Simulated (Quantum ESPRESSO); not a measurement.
**FeSi (Fersilicite): magnetism against volume**

Aim: follow moments and order energies of FeSi (Fersilicite) with volume.

Method: LDA; plane waves with GBRV 1.5 LDA potentials, no spin-orbit coupling, in Quantum ESPRESSO 7.5.

The database entry behind the starting cell differs from later determinations by our own check (about 0.5 % short), so it need not match the best structure at ambient conditions.

### 1. The starting structure

Symmetry: P2_13, No. 198, cubic system. The conventional cell has a = 4.467 Å, b = 4.467 Å, c = 4.467 Å, α = 90.00°, β = 90.00°, γ = 90.00°. Nearest to Fe lie 7 Si at 2.24 to 2.51 Å. Nearest to Si lie 7 Fe at 2.24 to 2.51 Å. Farther neighbours are not listed.

The cell comes from the Crystallography Open Database.

### 2. Volume 0.8, ferro ++++

All lengths scale alike; the factor is that of the volume. Atoms keep their fractional places. Seeded atoms are those given a starting moment.

Contents of pw.in:

```
&CONTROL
  calculation = 'scf'
  prefix = 'pwscf'
  outdir = './tmp'
  pseudo_dir = './pseudo'
  disk_io = 'nowf'
  tprnfor = .true.
  tstress = .true.
/
&SYSTEM
  ibrav = 0
  celldm(1) = 8
  nat = 8
  ntyp = 2
  ecutwfc = 40
  ecutrho = 280
  nbnd = 58
  occupations = 'smearing'
  smearing = 'fd'
  degauss = 0.00734986
  nspin = 2
  starting_magnetization(1) = 0.175
  starting_magnetization(2) = 0
/
&ELECTRONS
  conv_thr = 1.6d-08
  electron_maxstep = 150
  mixing_beta = 0.3
/
ATOMIC_SPECIES
Fe     55.8450 fe_lda_v1.5.uspp.F.UPF
Si     28.0850 si_lda_v1.uspp.F.UPF
CELL_PARAMETERS alat
   0.9795384652132    0.0000000000000    0.0000000000000
   0.0000000000000    0.9795384652132    0.0000000000000
   0.0000000000000    0.0000000000000    0.9795384652132
ATOMIC_POSITIONS crystal
Fe      0.1340000000    0.1340000000    0.1340000000
Fe      0.3660000000    0.8660000000    0.6340000000
Fe      0.6340000000    0.3660000000    0.8660000000
Fe      0.8660000000    0.6340000000    0.3660000000
Si      0.8445000000    0.8445000000    0.8445000000
Si      0.6555000000    0.1555000000    0.3445000000
Si      0.3445000000    0.6555000000    0.1555000000
Si      0.1555000000    0.3445000000    0.6555000000
K_POINTS automatic
6 6 6 0 0 0
```

On the command line:

```console
OMP_NUM_THREADS=1 mpirun -n 4 pw.x -nk 4 -in pw.in > pw.out
```

The log of the run:

```text
Program PWSCF v.7.5 starts

     Message from routine setup:
     using ibrav=0 with symmetry is DISCOURAGED, use correct ibrav instead

     K-points division:     npool     =       4
     Subspace diagonalization in iterative solution of the eigenvalue problem:

     bravais-lattice index     =            0
     lattice parameter (alat)  =       8.0000  a.u.
     unit-cell volume          =     481.2098 (a.u.)^3
     number of atoms/cell      =            8
     number of atomic types    =            2
     number of electrons       =        80.00
     number of Kohn-Sham states=           58
     kinetic-energy cutoff     =      40.0000  Ry
     charge density cutoff     =     280.0000  Ry
     scf convergence threshold =      1.6E-08
     mixing beta               =       0.3000
     number of iterations used =            8  plain     mixing
     Exchange-correlation= SLA  PZ   NOGX NOGC
                           (   1   1   0   0   0   0   0)

     celldm(1)=   8.000000  celldm(2)=   0.000000  celldm(3)=   0.000000
     celldm(4)=   0.000000  celldm(5)=   0.000000  celldm(6)=   0.000000

     crystal axes: (cart. coord. in units of alat)
               a(1) = (   0.979538   0.000000   0.000000 )
               a(2) = (   0.000000   0.979538   0.000000 )
               a(3) = (   0.000000   0.000000   0.979538 )

     reciprocal axes: (cart. coord. in units 2 pi/alat)
               b(1) = (  1.020889  0.000000  0.000000 )
               b(2) = (  0.000000  1.020889  0.000000 )
               b(3) = (  0.000000  0.000000  1.020889 )

     PseudoPot. # 1 for Fe read from file:
     fe_lda_v1.5.uspp.F.UPF
     Pseudo is Ultrasoft + core correction, Zval = 16.0

     PseudoPot. # 2 for Si read from file:
     si_lda_v1.uspp.F.UPF
     Pseudo is Ultrasoft + core correction, Zval =  4.0

     atomic species   valence    mass     pseudopotential
     Fe               16.00    55.84500     Fe( 1.00)
     Si                4.00    28.08500     Si( 1.00)

     Starting magnetic structure
     atomic species   magnetization
     Fe              0.175
     Si              0.000

     12 Sym. Ops. (no inversion) found ( 9 have fractional translation)

   Cartesian axes

     site n.     atom                  positions (alat units)
         1        Fe     tau(   1) = (   0.1312582   0.1312582   0.1312582  )
         2        Fe     tau(   2) = (   0.3585111   0.8482803   0.6210274  )
         3        Fe     tau(   3) = (   0.6210274   0.3585111   0.8482803  )
         4        Fe     tau(   4) = (   0.8482803   0.6210274   0.3585111  )
         5        Si     tau(   5) = (   0.8272202   0.8272202   0.8272202  )
         6        Si     tau(   6) = (   0.6420875   0.1523182   0.3374510  )
         7        Si     tau(   7) = (   0.3374510   0.6420875   0.1523182  )
         8        Si     tau(   8) = (   0.1523182   0.3374510   0.6420875  )

     number of k points=    24  Fermi-Dirac smearing, width (Ry)=  0.0073
                       cart. coord. in units 2pi/alat
        k(    1) = (   0.0000000   0.0000000   0.0000000), wk =   0.0046296
        k(    2) = (   0.0000000   0.0000000   0.1701482), wk =   0.0277778
        k(    3) = (   0.0000000   0.0000000   0.3402963), wk =   0.0277778
        k(    4) = (   0.0000000   0.0000000  -0.5104445), wk =   0.0138889
        k(    5) = (   0.0000000   0.1701482   0.1701482), wk =   0.0555556
        [... 19 further k-points ...]

     Dense  grid:    38089 G-vectors     FFT dimensions: (  48,  48,  48)

     Smooth grid:    16375 G-vectors     FFT dimensions: (  32,  32,  32)

     Check: negative core charge=   -0.000034
     Generating pointlists ...
     new r_m :   0.2026 (alat units)  1.6209 (a.u.) for type    1
     new r_m :   0.2026 (alat units)  1.6209 (a.u.) for type    2

     Initial potential from superposition of free atoms

     starting charge      75.9976, renormalised to      80.0000
     Starting wfcs are   68 randomized atomic wfcs

     Self-consistent Calculation

     iteration #  1     ecut=    40.00 Ry     beta= 0.30
     Davidson diagonalization with overlap
     ethr =  1.00E-02,  avg # of iterations =  5.0

     total energy              =   -1037.78580980 Ry
     estimated scf accuracy    <       7.85165117 Ry

     total magnetization       =     3.94 Bohr mag/cell
     absolute magnetization    =     5.14 Bohr mag/cell

     iteration #  2     ecut=    40.00 Ry     beta= 0.30
     Davidson diagonalization with overlap
     ethr =  9.81E-03,  avg # of iterations =  2.0

     total energy              =   -1039.48212305 Ry
     estimated scf accuracy    <       3.53172884 Ry

     total magnetization       =     3.47 Bohr mag/cell
     absolute magnetization    =     4.42 Bohr mag/cell

     [... further iterations left out ...]

     iteration # 15     ecut=    40.00 Ry     beta= 0.30
     Davidson diagonalization with overlap
     ethr =  4.77E-10,  avg # of iterations =  2.6

     total energy              =   -1040.01897458 Ry
     estimated scf accuracy    <       0.00000008 Ry

     total magnetization       =    -0.00 Bohr mag/cell
     absolute magnetization    =     0.00 Bohr mag/cell

     iteration # 16     ecut=    40.00 Ry     beta= 0.30
     Davidson diagonalization with overlap
     ethr =  9.55E-11,  avg # of iterations =  2.4

     Magnetic moment per site  (integrated on atomic sphere of radius R)
     atom   1 (R=0.203)  charge= 13.8007  magn=  0.0000
     atom   2 (R=0.203)  charge= 13.8007  magn=  0.0000
     atom   3 (R=0.203)  charge= 13.8007  magn=  0.0000
     atom   4 (R=0.203)  charge= 13.8007  magn=  0.0000
     atom   5 (R=0.203)  charge=  1.4885  magn= -0.0000
     atom   6 (R=0.203)  charge=  1.4885  magn= -0.0000
     atom   7 (R=0.203)  charge=  1.4885  magn= -0.0000
     atom   8 (R=0.203)  charge=  1.4885  magn= -0.0000

     End of self-consistent calculation

     [... lines left out ...]
     the Fermi energy is    20.7160 ev

!    total energy              =   -1040.01897461 Ry
     estimated scf accuracy    <          3.3E-09 Ry
     smearing contrib. (-TS)   =      -0.01067713 Ry
     internal energy E=F+TS    =   -1040.00829748 Ry

     The total energy is F=E-TS. E is the sum of the following terms:
     one-electron contribution =    -528.04485790 Ry
     hartree contribution      =     323.61231262 Ry
     xc contribution           =    -135.24256104 Ry
     ewald contribution        =    -700.33319116 Ry

     total magnetization       =     0.00 Bohr mag/cell
     absolute magnetization    =     0.00 Bohr mag/cell

     convergence has been achieved in  16 iterations

     Forces acting on atoms (cartesian axes, Ry/au):

     atom    1 type  1   force =     0.03306888    0.03306888    0.03306888
     atom    2 type  1   force =    -0.03306888   -0.03306888    0.03306888
     atom    3 type  1   force =     0.03306888   -0.03306888   -0.03306888
     atom    4 type  1   force =    -0.03306888    0.03306888   -0.03306888
     atom    5 type  2   force =    -0.00952589   -0.00952589   -0.00952589
     atom    6 type  2   force =     0.00952589    0.00952589   -0.00952589
     atom    7 type  2   force =    -0.00952589    0.00952589    0.00952589
     atom    8 type  2   force =     0.00952589   -0.00952589    0.00952589

     Total force =     0.119212     Total SCF correction =     0.000241

     Computing stress (Cartesian axis) and pressure

          total   stress  (Ry/bohr**3)                   (kbar)     P=      595.32
   0.00404690   0.00000000   0.00000000          595.32        0.00        0.00
   0.00000000   0.00404690   0.00000000            0.00      595.32        0.00
   0.00000000   0.00000000   0.00404690            0.00        0.00      595.32

=------------------------------------------------------------------------------=
   JOB DONE.
=------------------------------------------------------------------------------=
```

Elapsed: 36 s, on 4 MPI ranks of Intel Xeon 6975P-C (Granite Rapids), shared host; peak memory 0.53 GiB; 2.4 min of CPU time.

The spin moment in the atom's sphere vanishes on all atoms.

This step gave:

- smearing term TS: 0.1453 eV
- pressure: 59.53 GPa
- magnetization: 0 μB
- absolute magnetization: 0 μB
- final state: non-magnetic

### 3. Volume 0.8, antiferro ++--

Changes to pw.in since step 2:

```diff
@@ -13,6 +13,6 @@
   nat = 8
-  ntyp = 2
+  ntyp = 3
   ecutwfc = 40
   ecutrho = 280
-  nbnd = 58
+  nbnd = 52
   occupations = 'smearing'
@@ -22,3 +22,4 @@
   starting_magnetization(1) = 0.175
-  starting_magnetization(2) = 0
+  starting_magnetization(2) = -0.175
+  starting_magnetization(3) = 0
 /
@@ -30,3 +31,4 @@
 ATOMIC_SPECIES
-Fe     55.8450 fe_lda_v1.5.uspp.F.UPF
+Fe1    55.8450 fe_lda_v1.5.uspp.F.UPF
+Fe2    55.8450 fe_lda_v1.5.uspp.F.UPF
 Si     28.0850 si_lda_v1.uspp.F.UPF
@@ -37,6 +39,6 @@
 ATOMIC_POSITIONS crystal
-Fe      0.1340000000    0.1340000000    0.1340000000
-Fe      0.3660000000    0.8660000000    0.6340000000
-Fe      0.6340000000    0.3660000000    0.8660000000
-Fe      0.8660000000    0.6340000000    0.3660000000
+Fe1     0.1340000000    0.1340000000    0.1340000000
+Fe1     0.3660000000    0.8660000000    0.6340000000
+Fe2     0.6340000000    0.3660000000    0.8660000000
+Fe2     0.8660000000    0.6340000000    0.3660000000
 Si      0.8445000000    0.8445000000    0.8445000000
```

The log of the run:

```text
     [... lines left out ...]
Program PWSCF v.7.5 starts
     [... lines left out ...]
     number of atoms/cell      =            8
     [... lines left out ...]
     number of electrons       =        80.00
     number of Kohn-Sham states=           52
     kinetic-energy cutoff     =      40.0000  Ry
     charge density cutoff     =     280.0000  Ry
     scf convergence threshold =      1.6E-08
     [... lines left out ...]
      2 Sym. Ops. (no inversion) found ( 1 have fractional translation)
     [... lines left out ...]
     number of k points=    80  Fermi-Dirac smearing, width (Ry)=  0.0073
     [... lines left out ...]
     iteration # 16     ecut=    40.00 Ry     beta= 0.30
     [... lines left out ...]
     Magnetic moment per site  (integrated on atomic sphere of radius R)
     atom   1 (R=0.203)  charge= 13.8009  magn=  0.0001
     atom   2 (R=0.203)  charge= 13.8009  magn=  0.0001
     atom   3 (R=0.203)  charge= 13.8007  magn=  0.0000
     atom   4 (R=0.203)  charge= 13.8007  magn=  0.0000
     atom   5 (R=0.203)  charge=  1.4886  magn= -0.0000
     atom   6 (R=0.203)  charge=  1.4886  magn= -0.0000
     atom   7 (R=0.203)  charge=  1.4887  magn= -0.0000
     atom   8 (R=0.203)  charge=  1.4887  magn= -0.0000
     [... lines left out ...]
     the Fermi energy is    20.7160 ev
!    total energy              =   -1040.01896885 Ry
     estimated scf accuracy    <          7.0E-09 Ry
     smearing contrib. (-TS)   =      -0.01067759 Ry
     [... lines left out ...]
     total magnetization       =     0.00 Bohr mag/cell
     absolute magnetization    =     0.00 Bohr mag/cell
     convergence has been achieved in  16 iterations
     [... lines left out ...]
     Total force =     0.119274     Total SCF correction =     0.000096
     [... lines left out ...]
          total   stress  (Ry/bohr**3)                   (kbar)     P=      594.95
     [... lines left out ...]
```

Run time: 1.7 min. Hardware: 4 MPI ranks; peak memory 0.71 GiB; 6.9 min of CPU time.

Spin moment in the atom's sphere by atom:

```
atom  spin moment in the atom's sphere (μB)
 Fe1                                 0.0001
 Fe2                                 0.0001
 Fe3                                 0.0000
 Fe4                                 0.0000
 Si5                                 0.0000
 Si6                                 0.0000
 Si7                                 0.0000
 Si8                                 0.0000
```

Numbers from this step:

- smearing term TS: 0.1453 eV
- pressure: 59.49 GPa
- magnetization: 0 μB
- absolute magnetization: 0 μB
- final state: non-magnetic

[end of part 1 of 2]

[Logs and program files are shortened in this print: banners, set-up blocks, solver, clock and traceback lines can be left out without a mark of their own.]

[Logs are printed without paths, hosts, clocks, repeated set-up lines and the standing remarks that a program may print on its own settings, such as how far it seeks lower states.]

[Hosts, paths, dates, database ids (printed as entryN), source tags and the programs' standing remarks are cut or masked in the printed files.]

[Where a cell is said to come from a database of computed structures, the database is the Materials Project.]
